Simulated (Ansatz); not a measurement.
# Zr chain started as a strip of triangles: period, moment and channels by functional, part 4 of 4

Aim: how far do the period, the moment and the conductance of the Zr chain started as a strip of triangles depend on the functional, the datasets and spin-orbit coupling, and at what cost?

Ansatz 0.2.0; DFT PBE, plane waves, PAW; relaxation of a chain's period (the session's first sound run).

So far. Step 11 (Relaxing the period, cutoff 897.976 eV): The cell's length comes to 2.840 Å, +0.1 % against the first run, with no moment. That is -17 % against the start, more than a small adjustment. Step 12 (Relaxation of atoms and period): The cell's length comes to 2.837 Å, +0.0 % against the first run, with spin left out. That is -17 % against the start, more than a small adjustment.

## (14) Two-component spinors (continued)

Level of this step: DFT PBE, plane waves, fully relativistic PAW; channels of a perfect chain with spin-orbit coupling (Ansatz).

Table of open channels of the lead, both spins by energy, zero at the Fermi level:

```tsv
energy (eV)	open channels of the lead, both spins
-0.420	4
-0.385	8
-0.350	8
-0.315	8
-0.280	8
-0.245	8
-0.210	8
-0.175	8
-0.140	8
-0.105	4
-0.070	8
-0.035	8
0.000	8
0.035	8
0.070	8
0.105	8
0.140	8
0.175	6
0.210	6
0.245	6
0.280	10
0.315	10
0.350	10
0.385	6
0.420	6
```

The slowest values at each energy, most degenerate partners merged, listed up to 1.5 1/Å. Im kz of the slowest decaying states against energy, zero at the Fermi level:

```tsv
energy (eV)	decay 1 (Å⁻¹)	decay 2 (Å⁻¹)	decay 3 (Å⁻¹)	decay 4 (Å⁻¹)
-0.420	0.0231	0.0714	0.184	0.450
-0.385	0.0762	0.201	0.439	0.562
-0.350	0.0800	0.216	0.429	0.552
-0.280	0.0851	0.239	0.407	0.530
-0.245	0.0866	0.248	0.396	0.518
-0.210	0.0873	0.256	0.384	0.506
-0.175	0.0875	0.263	0.373	0.494
-0.140	0.0871	0.269	0.361	0.480
-0.070	0.0843	0.278	0.336	0.452
-0.035	0.0819	0.282	0.323	0.436
0.000	0.0788	0.285	0.310	0.419
0.035	0.0748	0.288	0.296	0.401
0.070	0.0698	0.282	0.290	0.380
0.140	0.0556	0.253	0.294	0.323
0.175	0.0449	0.145	0.237	0.270
0.210	0.0285	0.219	0.228	0.295
0.245	0.00126	0.201	0.240	0.295
0.280	0.181	0.248	0.295	0.783
0.350	0.133	0.259	0.294	0.768
0.385	0.00442	0.103	0.262	0.293
0.420	0.0222	0.0575	0.264	0.291
```

The electronic bands at the labelled points (eV, zero at the Fermi level):

```tsv
point	band 21	band 22	band 23	band 24	band 25	band 26	band 27	band 28
Γ	-0.72	-0.72	-0.46	-0.46	0.15	0.15	0.44	0.44
halfway	-0.58	-0.58	0.17	0.17	0.29	0.29	0.41	0.41
Z	-1.04	-1.04	-1.04	-1.04	2.04	2.04	2.04	2.04
```

At the computed energy nearest the Fermi level there are 8 spinor channels, and the thermal average gives 3.98 G₀.

## (15) The same system on other settings: scf.algorithm = "density_mixing"

This step: DFT PBE, plane waves, PAW; channels and complex bands of a perfect chain; changed: scf.algorithm = "density_mixing" (Ansatz 0.2.0).

The atoms of the run on the perfect lead (PBE) are kept and the input is varied, to see whether the result depends on it. The ELF is not written this time.

input.yaml

```yaml
crystal:
  lattice:
    - [9.0, 0.0, 0.0]
    - [0.0, 7.5, 0.0]
    - [0.0, 0.0, 2.8361523519]
  atoms:
    - { symbol: Zr, position: [0.372488816, 0.5, 0.0] }
    - { symbol: Zr, position: [0.627511184, 0.5, 0.5] }
kpoints:
  mp_grid: { grid: [1, 1, 29] }
  band_path: { path: ["Γ", Z], npoints: 60 }
scf:
  occupations: { method: fermi_dirac, width: 0.05 }
  algorithm: density_mixing
hamiltonian:
  xc: pbe
output:
  transmission:
    e_range: [-2, 2]
    de: 0.035
    kmesh: [1, 1]
    reduced_basis: true
    leads: [[0, 0]]
  dos: { projected: true, e_range: [-6, 4] }
  write_potential: true
  write_density: true
  volumetric_format: npy
```

Run with:

```
$ ansatz run input.yaml --threads 4 --pin off --max-ram 8192MiB --backend cpu --events-out ev --progress --plain --runs-dir out
```

Numbers of over 12 decimals in the logs are rounded to 6 here.

The program printed:

```text
[...]
Crystal: 2 atoms, lattice volume = 191.440 Å³
Basis set: ecut = 420 eV, 3755 PW (Γ)
Bands: 16, of which v1, the nominal top of the filled ones, is band 12 counted from 1 (11 counted from 0)
Symmetry: 8 space group operations
[...]
k-points: 15 of 29
[...]
SCF iter   1: F=—  HF=-8362.816318 eV  |F-HF|=—  |Δ(HF+E_count)|=         —  Δρ=5.81e-3  dr2=1.01e-1  ethr=1.77e-3  ⟨swp⟩=4.6  Hψ=1182  notcnv=0
[...]
SCF iter   8: F=-8362.815332 eV  HF=-8362.815332 eV  |F-HF|=1.44e-8  |Δ(HF+E_count)|=   1.47e-7  Δρ=1.88e-6  dr2=1.48e-8  ethr=4.17e-10  ⟨swp⟩=3.9  Hψ=724  notcnv=0
SCF 1 converged in 8 iterations: F = -8362.815332 eV  dr2 = 1.48e-8
[...]
transmission: 4 of 24 steps passed
transmission: 8 of 24 steps passed
[...]
transmission: 24 of 24 steps passed
[...]
SCF converged after 8 iterations
Free energy (F): -8362.815332 eV
[...]
Internal energy: -8362.788635 eV  (E = F + TS)
E sigma→0 (E₀):  -8362.801984 eV
Entropy (-TS):   -0.026697 eV (-13.349 meV/atom)
Fermi energy:    1.016037 eV
[...]
--- Band table (eV; the first three rows and the last of 15) ---
  k-point 0: bands = [... 8 lower, -1.8321, -1.4695, 0.2901, 0.5507, 1.1653, 1.4524, 2.3741, 2.4176]
  k-point 1: bands = [... 8 lower, -1.7884, -1.4122, 0.2990, 0.5753, 1.1554, 1.4812, 2.3701, 2.4025]
  k-point 2: bands = [... 8 lower, -1.6604, -1.2422, 0.3243, 0.6480, 1.1190, 1.5694, 2.3533, 2.3567]
  k-point 14: bands = [... 8 lower, -0.4153, -0.3229, -0.0355, -0.0035, 2.8868, 3.2052, 3.4111, 3.5119]
--- Transmission ---
  basis      : 595 plane waves across, 4 finite elements along
  points     : 1, standing for a mesh of 1 x 1
[...]
crystal 0  : Zr2, at the sites [0, 0], period 2.8362 Å: whole cells are its period
[...]
filled         : 1.5 meV over the level at which it is neutral
    channels       : 4.000000e0 a spin
[...]
```

Wall time 29 s (4 threads of Arm Neoverse V1, shared host); peak memory 0.72 GiB; 1.8 min of CPU time.

This step gave:

* energy at zero smearing: -8362.8020 eV
* conductance of the lead as this run defines it: 3.997 G₀

Table of open channels of the lead, one spin by energy, zero at the Fermi level:

```tsv
energy (eV)	open channels of the lead, one spin
-2.000	2
-1.790	2
-1.615	2
-1.405	4
-1.195	4
-0.985	6
-0.810	6
-0.600	5
-0.390	2
-0.215	4
-0.005	4
0.205	3
0.415	3
0.590	4
0.800	4
1.010	6
1.185	6
1.395	5
1.605	8
1.815	7
```

It took 29 s against 27 s for the run it varies, and the conductance is 4.00 G₀ against 4.00 G₀.

The channels at the energy nearest the Fermi level, one spin and conductance of the lead as this run defines it stay within 0.2 % plus 0.001 of the run it varies.

## (16) Results

- cell length, PBE: 2.836 Å
- cell length, LDA: 2.755 Å
- cell length, r2SCAN: 2.796 Å
- cell length, RPBE: 2.880 Å
- cell length, PBE, NC files: 2.840 Å
- cell length, PBE, no spin: 2.837 Å
- conductance, PBE: 4.00 G₀
- conductance, LDA: 3.99 G₀
- conductance, r2SCAN: 3.50 G₀
- absolute moment, r2SCAN: 0.887 μB
- conductance, RPBE: 4.00 G₀
- conductance, with spin-orbit coupling: 3.98 G₀

Under PBE the cell's length is 2.84 Å, no moment survives, and it is a metal with 4 channels a spin next to the Fermi level, 4.00 G₀ at 300 K (3.50 to 4.00 over the functionals). The cell's length spans 4.5 % over the functionals, shortest under LDA and longest under RPBE. A perfect wire passes every open channel, so the conductance counts half a G₀ for each forward-moving state at the Fermi level, spin by spin. The functionals disagree on magnetism: the relaxation keeps a moment under r2SCAN (0.89 μB) and loses it under PBE, LDA and RPBE. At the relaxed period it forms two rows 2.30 Å apart, with 2.70 Å between atoms of unlike rows and 2.84 Å along a row: a strip of triangles. Transport is coherent and elastic here: the atoms are frozen, so scattering by vibrations plays no part. No search over magnetic orders was made; another may lie lower.

[Logs are printed without paths, hosts, clocks, repeated set-up lines and the standing remarks that a program may print on its own settings, such as how far it seeks lower states.]

[Hosts, paths, dates, database ids (printed as entryN), source tags and the programs' standing remarks are cut or masked in the printed files.]
